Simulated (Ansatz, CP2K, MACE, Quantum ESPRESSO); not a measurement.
**Bulk modulus of glassy 71SiO2-29BaO (mol %) (65 atoms) across programs**

Aim: pressure against volume for glassy 71SiO2-29BaO (mol %) (65 atoms), with plane waves as the reference.

The results are calculated values.

## Step 1: Set-up

The cell holds 65 atoms (17 Si, 7 Ba and 41 O), with edges of 10.03, 10.03 and 10.03 Å. Recipe: 65 atoms (17 Si, 7 Ba, 41 O) placed at random at 3.34 g/cm³, melted at 4000 K for 10 ps at fixed volume with the Morse and Coulomb pair potential with partial charges (Pedone, Malavasi, Menziani, Cormack and Segre, J. Phys. Chem. B 110, 11780 (2006)). Quenched from 4000 K to 300 K at 100 K/ps and fixed volume, held 10 ps at zero pressure. Then the atoms were relaxed with MACE MP-0b3 medium in the fixed cell. Then the atoms were relaxed with CP2K double zeta, PBE.

Bonds by pair of elements; cutoffs follow the first minimum of g(r), held within bounds set by covalent radii, and pairs that aren't listed don't count as bonded:

```csv
pair A-B,cutoff (Å),bonds,mean length (Å),spread (Å),shortest (Å),B about A,A about B
O-Si,2.12,68,1.64,0.037,1.55,1.66,4
O-Ba,3.29,46,2.81,0.206,2.50,1.12,6.57
```

The cutoff for O-Ba falls short of the minimum of g(r), so counts run low and odd coordinations can be artefacts.

## Step 2: The reference input

Quantum ESPRESSO 7.5: Kohn-Sham DFT, PBE, SSSP efficiency 1.3.0 pseudopotentials, plane waves. Its input, pw.in, for the unchanged cell:

```
&control
  calculation = 'scf'
  pseudo_dir = './pseudo'
  outdir = './tmp'
  disk_io = 'none'
  tprnfor = .true.
  tstress = .true.
/
&system
  ibrav = 0
  nat = 65
  ntyp = 3
  ecutwfc = 60
  ecutrho = 480
  nosym = .true.
  occupations = 'smearing'
  smearing = 'fd'
  degauss = 0.003675
/
&electrons
  conv_thr = 3.3e-07
  electron_maxstep = 100
  mixing_beta = 0.4
  mixing_mode = 'plain'
  diagonalization = 'david'
/
ATOMIC_SPECIES
Si 28.085 Si.upf
Ba 137.327 Ba.upf
O 15.999 O.upf
CELL_PARAMETERS angstrom
10.03371 0.00000 0.00000
0.00000 10.03371 0.00000
0.00000 0.00000 10.03371
ATOMIC_POSITIONS crystal
Si 0.10499 0.99680 0.43299
Si 0.48320 0.20359 0.30169
Si 0.24332 0.24589 0.52152
Si 0.04620 0.48374 0.54063
[... 59 atom lines left out ...]
O 0.70371 0.34853 0.05206
O 0.69701 0.74030 0.61518
K_POINTS gamma
```

```console
$ OMP_NUM_THREADS=1 mpirun -np 4 pw.x -in pw.in > output.txt
```

Wall time 4.7 min (4 MPI ranks of Arm Neoverse V1, shared host); peak memory 3 GiB.

It converged with an r.m.s. force component of 0.14 eV/Å and a pressure of 0.90 GPa.

## Step 3: The levels

Every level solves the same cells as single points. CPU time is summed over a level's finished runs, on a host shared with the other runs, so it is rough; the force column is the median over cells of the r.m.s. difference of force components from the reference.

| level | basis or training data | k-points | runs finished | CPU time | peak memory (GiB) | force difference (meV/Å) |
| --- | --- | --- | --- | --- | --- | --- |
| QE, PBE | plane waves, SSSP efficiency, 60/480 Ry | Γ | 5 of 5 | 89 min | 3.1 | reference |
| MACE MP-0b3 medium | trained on PBE(+U) plane-wave data | - | 5 of 5 | 45 s | 0.91 | 52 |

The reference's own r.m.s. force component runs from 143 to 153 meV/Å over these cells.

## Step 4: Pressure against volume

The cell is scaled evenly, and at each volume CP2K double zeta, PBE relaxes the atoms again before the single points. The unchanged volume is 15.541 Å³ an atom. Pressures in GPa:

```csv
level,-6 %,-3 %,0,+3 %,+6 %
"QE, PBE",3.33,2.14,0.90,-0.34,-1.42
MACE MP-0b3 medium,3.35,2.16,0.92,-0.34,-1.46
```

Energy less that of the unchanged cell at the same level, in meV an atom:

```csv
level,-6 %,-3 %,+3 %,+6 %
"QE, PBE",16.39,6.52,-2.60,-1.76
MACE MP-0b3 medium,14.21,5.38,-1.82,-0.01
```

## Step 5: Moduli

From the three volumes nearest the unchanged one: B from the slope of pressure against ln V and from the curvature of the energy, the pressure that the slope of the energy implies, and the volume change at which the printed pressure crosses zero (a dash if it doesn't within the range).

```csv
level,B from pressures (GPa),B from energies (GPa),printed pressure (GPa),pressure from energies (GPa),zero pressure at (%)
"QE, PBE",41.2,44.8,0.90,1.57,+2.2
MACE MP-0b3 medium,41.7,40.8,0.92,1.24,+2.2
```

As a check by hand on the reference: from -3 to +3 % the pressure falls by 2.48 GPa while ln V grows by 0.0600, a ratio of 41.2 GPa.

Gap between the highest filled and the lowest empty level on the runs' k-points, in eV:

```csv
level,-6 %,-3 %,0,+3 %,+6 %
"QE, PBE",4.02,4.00,3.97,3.85,3.79
```

## Step 6: Outcome

The plane-wave reference (PBE) gives a bulk modulus of 41.2 GPa from its pressures, at a volume where its pressure is 0.90 GPa; that pressure crosses zero at +2.2 %. Learned potentials: MACE MP-0b3 medium 41.7 GPa (+1 %); its pressure lies +0.02 GPa from the reference's. Moduli from the energies run from 41 to 45 GPa, within 10 % of those from pressures.

The reference's gap falls as the cell grows, from 4.02 eV at -6 % to 3.79 eV at +6 %.

**Limits.** The atoms follow CP2K double zeta, PBE, not each level's own minimum, so these moduli only approach relaxed ones and hang on that choice. Three points at finite strain give rough moduli, at the given volume rather than at zero pressure. Pressures at a fixed plane-wave cutoff or in a small atom-centred basis hold some basis error. The quench rate of 100 K/ps is many orders above laboratory rates, so the cell is likely richer in defects and strain than a real sample. The reference samples only Γ, in a cell whose shortest periodic width is 10 Å. Spin–orbit coupling is left out, which matters for the levels of the heavy elements. The reference isn't exact: its cutoffs and mesh weren't converged further here. Where levels are smeared, the DFT runs use Fermi–Dirac occupations at 580 K (0.05 eV), and energies are free energies.

[Logs are printed without paths, hosts, clocks, repeated set-up lines and the standing remarks that a program may print on its own settings, such as how far it seeks lower states.]

[Hosts, paths, dates, database ids (printed as entryN), source tags and the programs' standing remarks are cut or masked in the printed files.]
